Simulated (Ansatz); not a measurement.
**Lattice dynamics of LiHgBr3 (built on the sites of a database entry of CsHgF3)**

How does LiHgBr3 (built on the sites of a database entry of CsHgF3) vibrate, and is this structure a minimum?

Program: Ansatz 0.2.0. Level of theory: DFT PBEsol, scalar-relativistic, plane waves, PAW. Results are calculated unless marked as measured.

This is a report of a sequence of runs, with most program output left out.

The structure was built from a prototype and need not be the compound's stable phase.

## (1) The starting structure

The structure is cubic, space group Pm-3m (No. 221). The conventional cell has a = 3.899 Å, b = 3.899 Å, c = 3.899 Å, α = 90.00°, β = 90.00°, γ = 90.00°. Nearest to Li lie 12 Br at 2.76 Å. Nearest to Hg lie 6 Br at 1.95 Å. Nearest to Br lie 2 Hg at 1.95 Å and 8 Br at 2.76 Å and 4 Li at 2.76 Å. Farther neighbours and most contacts between anions are not listed.

## (2) Coarse relaxation

A rough relaxation comes first, because large forces or stress need no tight tolerances yet.

input.yaml reads:

```yaml
crystal:
  lattice:
    - [3.89881, 0.0, 0.0]
    - [0.0, 3.89881, 0.0]
    - [0.0, 0.0, 3.89881]
  atoms:
    - { symbol: Li, position: [0.0, 0.0, 0.0] }
    - { symbol: Hg, position: [0.5, 0.5, 0.5] }
    - { symbol: Br, position: [0.0, 0.5, 0.5] }
    - { symbol: Br, position: [0.5, 0.0, 0.5] }
    - { symbol: Br, position: [0.5, 0.5, 0.0] }
kpoints:
  mp_grid: { grid: [6, 6, 6] }
hamiltonian:
  xc: pbesol
scf:
  occupations: { method: gaussian, width: 0.1 }
output:
  forces: true
  stress: true
  eigenvalues: true
relax:
  adjacent_minimum: "off"
  f_tol: 0.05
  max_steps: 80
  cell: { stress_tol: 0.5 }
```

Run with:

```sh
ansatz run input.yaml --threads 8 --pin off --max-ram 14336MiB --backend cpu --events-out ev --progress --plain --runs-dir out
```

It took 6.8 s on 8 threads of Arm Neoverse V2, shared host; peak memory 0.59 GiB.

Relaxation path:

| step | energy less that of the first step (eV) | largest force component (eV/Å) | pressure (GPa) | volume (Å³) |
| --- | --- | --- | --- | --- |
| 1 | 0.0000 | 0.0000 | 304.99 | 59.26 |
| 2 | -13.9354 | 0.0000 | 194.41 | 68.36 |
| 3 | -23.5387 | 0.0000 | 120.87 | 78.34 |
| 4 | -30.0220 | 0.0000 | 73.09 | 89.26 |
| 5 | -34.1847 | 0.0000 | 39.18 | 101.45 |
| 6 | -36.3170 | 0.0000 | 15.17 | 114.37 |
| 7 | -36.7977 | 0.0000 | 0.80 | 124.35 |
| 8 | -36.7991 | 0.0000 | 0.00 | 124.96 |
| 9* | -38.4501 | 0.0000 | 14.82 | 124.96 |
| 10 | -39.2574 | 0.0000 | 7.90 | 136.65 |
| 11 | -39.7294 | 0.0000 | 2.32 | 152.34 |
| 12 | -39.7927 | 0.0000 | 0.51 | 159.95 |
| 13 | -39.7960 | 0.0000 | 0.00 | 162.48 |
| 14* | -39.8037 | 0.0000 | 0.07 | 162.48 |

Relaxation steps marked * repeat the geometry before them on a plane-wave basis chosen anew for their cell, so energy and pressure can jump there.

Forces are held to the 48 operations that the run works with; a distortion that breaks them can't arise in this run.

| cell as run | before | after | change |
| --- | --- | --- | --- |
| a (Å) | 3.899 | 5.457 | +40.0 % |
| b (Å) | 3.899 | 5.457 | +40.0 % |
| c (Å) | 3.899 | 5.457 | +40.0 % |
| volume (Å³/atom) | 11.85 | 32.50 | +174.2 % |

Numbers from this step:

| Quantity | Value |
| --- | --- |
| pressure | 0.06915 GPa |
| volume per atom | 32.50 Å³ |
| gap on the k-mesh | 0 eV |

In this step the volume went from 11.85 to 32.50 Å³/atom.

## (3) Relaxation

Harmonic phonons are second derivatives at a point where the forces vanish, and they are wanted at zero stress, so atoms and cell are relaxed first.

input.yaml, the sections that differ from step 2:

```yaml
crystal:
  lattice:
    - [5.4567124417, 0.0, 0.0]
    - [0.0, 5.4567124417, 0.0]
    - [0.0, 0.0, 5.4567124417]
  atoms:
    - { symbol: Li, position: [0.0, 0.0, 0.0] }
    - { symbol: Hg, position: [0.5, 0.5, 0.5] }
    - { symbol: Br, position: [0.0, 0.5, 0.5] }
    - { symbol: Br, position: [0.5, 0.0, 0.5] }
    - { symbol: Br, position: [0.5, 0.5, 0.0] }
kpoints:
  mp_grid: { grid: [8, 8, 8] }
relax:
  adjacent_minimum: "off"
  f_tol: 0.005
  max_steps: 80
  cell: { stress_tol: 0.05 }
# hamiltonian, scf, output: as in step 2
```

Run time: 2.5 s. Hardware: 8 threads; peak memory 0.62 GiB; 17 s of CPU time.

Little changed from the start: no atom moved by 0.005 Å and no cell edge by 0.1 %.

Numbers from this step:

| Item | Value |
| --- | --- |
| pressure | 0.04236 GPa |

In this step the volume went from 32.50 to 32.50 Å³/atom.

## (4) Relaxing to small forces for the phonons

Phonons need a cell at rest on their own settings, so the relaxation is repeated with tight tolerances on forces and stress, using the mesh and the filling of the phonon run that follows.

Changes to input.yaml since step 3:

```diff
@@ -16,3 +16,3 @@
 scf:
-  occupations: { method: gaussian, width: 0.1 }
+  occupations: { method: methfessel_paxton, width: 0.2 }
 output:
@@ -23,4 +23,4 @@
   adjacent_minimum: "off"
-  f_tol: 0.005
-  max_steps: 80
-  cell: { stress_tol: 0.05 }
+  f_tol: 0.001
+  max_steps: 60
+  cell: { stress_tol: 0.01 }
```

Run time: 3.5 s. Hardware: 8 threads; peak memory 0.62 GiB.

Little changed from the start: no atom moved by 0.005 Å and no cell edge by 0.1 %.

This step gave:

- pressure: 0.002542 GPa
- volume per atom: 32.54 Å³

The forces vanish by symmetry and the pressure is 0.003 GPa, within the tolerances set. The cell now holds 32.54 Å³/atom.

## (5) Modes at Γ

The zone centre comes first: it holds the modes that light can see, as far as symmetry allows. No field response is asked, since the mesh shows no gap.

input.yaml, the sections that differ from step 4:

```yaml
crystal:
  lattice:
    - [5.4589240501, 0.0, 0.0]
    - [0.0, 5.4589240501, 0.0]
    - [0.0, 0.0, 5.4589240501]
  atoms:
    - { symbol: Li, position: [0.0, 0.0, 0.0] }
    - { symbol: Hg, position: [0.5, 0.5, 0.5] }
    - { symbol: Br, position: [0.0, 0.5, 0.5] }
    - { symbol: Br, position: [0.5, 0.0, 0.5] }
    - { symbol: Br, position: [0.5, 0.5, 0.0] }
output:
  eigenvalues: true
phonons:
  method: dfpt
# kpoints, hamiltonian, scf: as in step 4
# relax: removed
```

Run time: 28 s. Hardware: 8 threads; peak memory 1.9 GiB.

This step gave:

| Property | Result |
| --- | --- |
| sum-rule residual before enforcement | 2.27e-5 eV/Å² |
| point group | m-3m |
| highest optical mode at the zone centre (no LO-TO term) | 168.9 cm⁻¹ |
| lowest optical zone-centre mode | -170.3 cm⁻¹ |

Patterns of degenerate modes are one choice out of their space. Modes at Γ, with each element's share of the kinetic energy (negative means imaginary):

| mode | frequency (cm⁻¹) | symmetry | Li % | Hg % | Br % |
| --- | --- | --- | --- | --- | --- |
| 1 | -170.3 | T1u | 94 | 0 | 5 |
| 2 | -170.3 | T1u | 94 | 0 | 5 |
| 3 | -170.3 | T1u | 94 | 0 | 5 |
| 4 | -31.3 | T2u | 0 | 0 | 100 |
| 5 | -31.3 | T2u | 0 | 0 | 100 |
| 6 | -31.3 | T2u | 0 | 0 | 100 |
| 7 | 0.0 | acoustic | 2 | 45 | 54 |
| 8 | 0.0 | acoustic | 2 | 45 | 54 |
| 9 | 0.0 | acoustic | 2 | 45 | 54 |
| 10 | 39.6 | T1u | 4 | 39 | 57 |
| 11 | 39.6 | T1u | 4 | 39 | 57 |
| 12 | 39.6 | T1u | 4 | 39 | 57 |
| 13 | 168.9 | T1u | 0 | 16 | 84 |
| 14 | 168.9 | T1u | 0 | 16 | 84 |
| 15 | 168.9 | T1u | 0 | 16 | 84 |

Displacements in mode 2 (-170.3 cm⁻¹), the largest set to 1:
```
Li1  0.00  1.00 -0.08
Hg2  0.00  0.01  0.00
Br3  0.00 -0.05  0.00
Br4  0.00  0.00  0.00
Br5  0.00 -0.05  0.00
```

Displacements in mode 14 (168.9 cm⁻¹), the largest set to 1:
```
Li1  0.00 -0.10 -0.02
Hg2  0.00 -0.28 -0.05
Br3  0.00 -0.14 -0.02
Br4  0.00  1.00 -0.02
Br5  0.00 -0.14  0.16
```

Before it was imposed, the acoustic sum rule was missed by 2.3e-5 eV/Å². Small misses are needed for a sound result but don't prove that mesh and cutoff are converged. The lowest optical mode is imaginary, 170.3i cm⁻¹, so the energy falls along it.

## (6) The dispersion

Stability and thermal properties need the whole zone. Linear response on a 2×2×2 q mesh gives force constants as far as a supercell of that size would.

Changes to input.yaml since step 5:

```diff
@@ -21 +21,8 @@
   method: dfpt
+  qmesh: [2, 2, 2]
+  temperatures: { t_max: 1000, t_step: 50 }
+  qpath:
+    path:
+      - [[0.0, 0.0, 0.0], [0.0, 0.5, 0.0], [0.5, 0.5, 0.0], [0.0, 0.0, 0.0], [0.5, 0.5, 0.5], [0.0, 0.5, 0.0]]
+      - [[0.5, 0.5, 0.5], [0.5, 0.5, 0.0]]
+    npoints: 10
```

Elapsed: 2.1 min, on 8 threads; peak memory 1.6 GiB; 16 min of CPU time.

Numbers from this step:

```
sum-rule residual before enforcement                    : 1.90e-5 eV/Å²
lowest frequency on the path                            : -170.4 cm⁻¹
highest frequency on the path or at a solved wavevector : 185.2 cm⁻¹
lowest mode on the q mesh (acoustic modes at Γ apart)   : -170.3 cm⁻¹
```

Frequencies (cm⁻¹) solved at each irreducible wavevector; negative means imaginary. Frequencies by wavevector, by row:

| q in reciprocal lattice units | star | mode 1 | mode 2 | mode 3 | mode 4 | mode 13 | mode 14 | mode 15 |
| --- | --- | --- | --- | --- | --- | --- | --- | --- |
| 0 0 0 | 1 | -170.3 | -170.3 | -170.3 | -31.3 | 168.9 | 168.9 | 168.9 |
| 0 0 -0.5 | 3 | -162.4 | -162.4 | -85.2 | -30.6 | 146.8 | 169.2 | 169.2 |
| 0 -0.5 -0.5 | 3 | -152.3 | -145.5 | -145.5 | -56.9 | 102.7 | 165.2 | 169.9 |
| -0.5 -0.5 -0.5 | 1 | -168.6 | -168.6 | -168.6 | -56.9 | 97.7 | 97.7 | 181.1 |

Interpolated from a 2×2×2 q mesh. Phonon branches along the path, in cm⁻¹:

| point | branch 1 | branch 2 | branch 3 | branch 4 | branch 12 | branch 13 | branch 14 | branch 15 |
| --- | --- | --- | --- | --- | --- | --- | --- | --- |
| Γ | -170 | -170 | -170 | -31 | 40 | 169 | 169 | 169 |
| halfway | -166 | -166 | -134 | -30 | 69 | 159 | 169 | 169 |
| X | -162 | -162 | -85 | -31 | 96 | 147 | 169 | 169 |
| halfway | -158 | -154 | -123 | -49 | 99 | 106 | 170 | 171 |
| M | -152 | -146 | -146 | -57 | 103 | 103 | 165 | 170 |
| halfway | -162 | -148 | -141 | -44 | 71 | 134 | 169 | 173 |
| Γ | -170 | -170 | -170 | -31 | 40 | 169 | 169 | 169 |
| halfway | -153 | -153 | -146 | -47 | 75 | 133 | 133 | 184 |
| R | -168 | -168 | -168 | -57 | 98 | 98 | 98 | 181 |
| halfway | -159 | -156 | -141 | -51 | 97 | 99 | 132 | 184 |
| X | -162 | -162 | -85 | -31 | 96 | 147 | 169 | 169 |
| jump to R | -168 | -168 | -168 | -57 | 98 | 98 | 98 | 181 |
| halfway | -161 | -157 | -157 | -57 | 100 | 100 | 116 | 183 |
| M | -152 | -146 | -146 | -57 | 103 | 103 | 165 | 170 |

Tetrahedra on a 12×12×12 mesh, mean over bins of 5 cm-1. Interpolated from a 2×2×2 q mesh. Table of phonon density of states by wavenumber; read off at these points:

| wavenumber (cm⁻¹) | phonon density of states (1/cm⁻¹/cell) |
| --- | --- |
| -172 | 5.0e-5 |
| -162 | 0.102 |
| -158 | 0.185 |
| -148 | 0.0533 |
| -138 | 0.0318 |
| -122 | 0.0109 |
| -112 | 0.0063 |
| -98 | 0.00238 |
| -88 | 1.3e-4 |
| -72 | 0 |
| -62 | 0 |
| -48 | 0.0777 |
| -38 | 0.0856 |
| -32 | 0.121 |
| -22 | 0.0430 |
| -12 | 0.00824 |
| 2 | 0.0142 |
| 12 | 0.0523 |
| 28 | 0.0410 |
| 38 | 0.0946 |
| 42 | 0.115 |
| 52 | 0.0799 |
| 62 | 0.0731 |
| 68 | 0.119 |
| 78 | 0.0127 |
| 88 | 0.0263 |
| 102 | 0.0582 |
| 112 | 0.0199 |
| 128 | 0.0192 |
| 138 | 0.0212 |
| 152 | 0.0244 |
| 162 | 0.0394 |
| 178 | 0.0570 |
| 182 | 0.0835 |
| 188 | 0.00146 |

The partial phonon density of states has structure finer than the step of the table below, so its rows give means over 10 cm⁻¹, whole bins alone (the curve runs from -180 to 201 cm⁻¹). Peaks (cm⁻¹: height): Br -31.8: 0.108, 44.9: 0.0753, 169.4: 0.0587, 181.4: 0.0642; Hg 35.3: 0.0472, 44.9: 0.0395, 59.2: 0.0262, 73.6: 0.0234, 97.6: 0.0660; Li -156.4: 0.144.

Phonopy on the run's constants, 11x11x11 mesh, Gaussian sigma 2.7 cm-1. Interpolated from a 2×2×2 q mesh. Table of partial phonon density of states by wavenumber; means over each step; values in 1/cm⁻¹/cell:

| wavenumber (cm⁻¹) | Br | Hg | Li |
| --- | --- | --- | --- |
| -170 | 0.00118 | 2.3e-5 | 0.0204 |
| -160 | 0.00650 | 3.5e-4 | 0.118 |
| -150 | 0.00566 | 7.7e-4 | 0.0767 |
| -140 | 0.00275 | 5.1e-4 | 0.0298 |
| -130 | 0.00176 | 3.2e-4 | 0.0164 |
| -120 | 9.3e-4 | 1.9e-4 | 0.00755 |
| -110 | 6.8e-4 | 1.2e-4 | 0.00555 |
| -100 | 3.1e-4 | 5.8e-5 | 0.00258 |
| -90 | 9.6e-5 | 1.1e-5 | 9.7e-4 |
| -80 | 3.9e-6 | 0 | 7.9e-5 |
| -70 | 3.0e-5 | 0 | 0 |
| -60 | 0.0189 | 8.0e-6 | 2.8e-6 |
| -50 | 0.0734 | 1.7e-4 | 7.4e-5 |
| -40 | 0.0850 | 7.5e-4 | 2.5e-4 |
| -30 | 0.0956 | 0.00133 | 4.1e-4 |
| -20 | 0.0326 | 0.00151 | 4.2e-4 |
| -10 | 0.0107 | 9.9e-4 | 1.3e-4 |
| 0 | 0.00791 | 0.00187 | 1.5e-4 |
| 10 | 0.0282 | 0.00826 | 6.5e-4 |
| 20 | 0.0288 | 0.00826 | 6.4e-4 |
| 30 | 0.0455 | 0.0289 | 8.9e-4 |
| 40 | 0.0630 | 0.0373 | 0.00178 |
| 50 | 0.0636 | 0.0185 | 0.00275 |
| 60 | 0.0571 | 0.0190 | 0.00525 |
| 70 | 0.0435 | 0.0173 | 0.00565 |
| 80 | 0.00343 | 0.0121 | 5.1e-4 |
| 90 | 0.00406 | 0.0328 | 6.4e-4 |
| 100 | 0.00651 | 0.0555 | 0.00101 |
| 110 | 0.00829 | 0.0145 | 1.5e-4 |
| 120 | 0.0114 | 0.00697 | 1.3e-4 |
| 130 | 0.0129 | 0.00505 | 1.2e-4 |
| 140 | 0.0185 | 0.00513 | 1.9e-4 |
| 150 | 0.0179 | 0.00393 | 1.0e-4 |
| 160 | 0.0289 | 0.00564 | 5.5e-5 |
| 170 | 0.0484 | 0.00718 | 1.1e-4 |
| 180 | 0.0546 | 0.00426 | 1.4e-4 |
| 190 | 0.0117 | 6.2e-4 | 1.7e-5 |

Symmetry leaves 4 wavevectors to solve. The lowest mode among them, the acoustic zeros apart, lies at Γ and is imaginary, 170.3i cm⁻¹, so the energy falls along it.

## (7) Isotope substitution, element Br, natural mass 79.904 amu

An isotope changes the mass and not the force constants, so no new electronic calculation is needed; the shifts show which modes move this element.

The same force constants with the mass of Br changed from 79.904 to 80.916 u (phonopy, no LO-TO term). Both lists are sorted by frequency; levels can cross, so a row need not hold one and the same mode. Modes under 3 cm⁻¹ are left out. Isotope shifts, by row, the first 40 of 57 rows:

| q | rank | natural mass (cm⁻¹) | changed mass (cm⁻¹) |
| --- | --- | --- | --- |
| 0 0 0 | 1 | -170.3 | -170.3 |
| 0 0 0 | 2 | -170.3 | -170.3 |
| 0 0 0 | 3 | -170.3 | -170.3 |
| 0 0 0 | 4 | -31.33 | -31.13 |
| 0 0 0 | 5 | -31.33 | -31.13 |
| 0 0 0 | 6 | -31.33 | -31.13 |
| 0 0 0 | 10 | 39.65 | 39.51 |
| 0 0 0 | 11 | 39.65 | 39.51 |
| 0 0 0 | 12 | 39.65 | 39.51 |
| 0 0 0 | 13 | 168.9 | 168 |
| 0 0 0 | 14 | 168.9 | 168 |
| 0 0 0 | 15 | 168.9 | 168 |
| 0 0 -0.5 | 1 | -162.4 | -162.4 |
| 0 0 -0.5 | 2 | -162.4 | -162.4 |
| 0 0 -0.5 | 3 | -85.23 | -85.2 |
| 0 0 -0.5 | 4 | -30.59 | -30.41 |
| 0 0 -0.5 | 5 | -30.59 | -30.41 |
| 0 0 -0.5 | 6 | -27.77 | -27.6 |
| 0 0 -0.5 | 7 | 23.49 | 23.35 |
| 0 0 -0.5 | 8 | 23.49 | 23.35 |
| 0 0 -0.5 | 9 | 29.97 | 29.94 |
| 0 0 -0.5 | 10 | 29.97 | 29.94 |
| 0 0 -0.5 | 11 | 39.03 | 38.78 |
| 0 0 -0.5 | 12 | 96.53 | 96.53 |
| 0 0 -0.5 | 13 | 146.8 | 146 |
| 0 0 -0.5 | 14 | 169.2 | 168.3 |
| 0 0 -0.5 | 15 | 169.2 | 168.3 |
| 0 -0.5 -0.5 | 1 | -152.3 | -152.3 |
| 0 -0.5 -0.5 | 2 | -145.5 | -145.4 |
| 0 -0.5 -0.5 | 3 | -145.5 | -145.4 |
| 0 -0.5 -0.5 | 4 | -56.89 | -56.53 |
| 0 -0.5 -0.5 | 5 | -43.33 | -43.06 |
| 0 -0.5 -0.5 | 6 | -24.77 | -24.61 |
| 0 -0.5 -0.5 | 7 | -24.77 | -24.61 |
| 0 -0.5 -0.5 | 8 | 32.54 | 32.51 |
| 0 -0.5 -0.5 | 9 | 50.61 | 50.34 |
| 0 -0.5 -0.5 | 10 | 50.61 | 50.34 |
| 0 -0.5 -0.5 | 11 | 54.5 | 54.16 |
| 0 -0.5 -0.5 | 12 | 102.7 | 102.6 |
| 0 -0.5 -0.5 | 13 | 102.7 | 102.6 |

A mode of this element alone would shift by -0.63 %. The highest zone-centre frequency without the field goes from 168.9 to 168.0 cm⁻¹ (-0.5 %).

## (8) Another isotope, element Li, natural mass 6.94 amu

The same for Li, from 6.94 to 6.02 u.

A mode of this element alone would shift by +7.41 %. The highest zone-centre frequency without the field goes from 168.9 to 168.9 cm⁻¹ (+0.0 %).

## (9) What came out

| Quantity | Value |
| --- | --- |
| space group after relaxation (within 0.01 Å) | Pm-3m |
| volume per atom | 32.5 Å³ |
| electronic character | no gap on this mesh |
| highest optical mode at the zone centre (no LO-TO term) | 169 cm⁻¹ |
| lowest optical zone-centre mode | -170 cm⁻¹ |
| lowest mode on the q mesh (acoustic modes at Γ apart) | -170 cm⁻¹ |
| highest frequency on the path or at a solved wavevector | 185 cm⁻¹ |
| imaginary modes on the 2×2×2 q mesh | yes |

**Reading.** Modes are clearly imaginary (beyond 10i cm⁻¹) at 4 of the 4 irreducible wavevectors, most at Γ (170.3i cm⁻¹), so this structure is not a minimum of the energy. The optical modes at Γ span -170 to 169 cm⁻¹ (negative means imaginary). The highest mode in this list at Γ, 168.9 cm⁻¹, is mostly motion of Br (84 % of the kinetic energy). With no gap, or one that is small against the smearing, the frequencies hang on the k mesh and the smearing, most of all near Kohn anomalies. Spin-orbit coupling is left out, which can matter for the heavy elements here. The starting cell was built on a prototype and not taken from a measurement, so the phase need not exist. These are harmonic frequencies at zero temperature: anharmonic shifts, linewidths and thermal expansion are left out.

[Logs are printed without paths, hosts, clocks, repeated set-up lines and the standing remarks that a program may print on its own settings, such as how far it seeks lower states.]

[Hosts, paths, dates, database ids (printed as entryN), source tags and the programs' standing remarks are cut or masked in the printed files.]
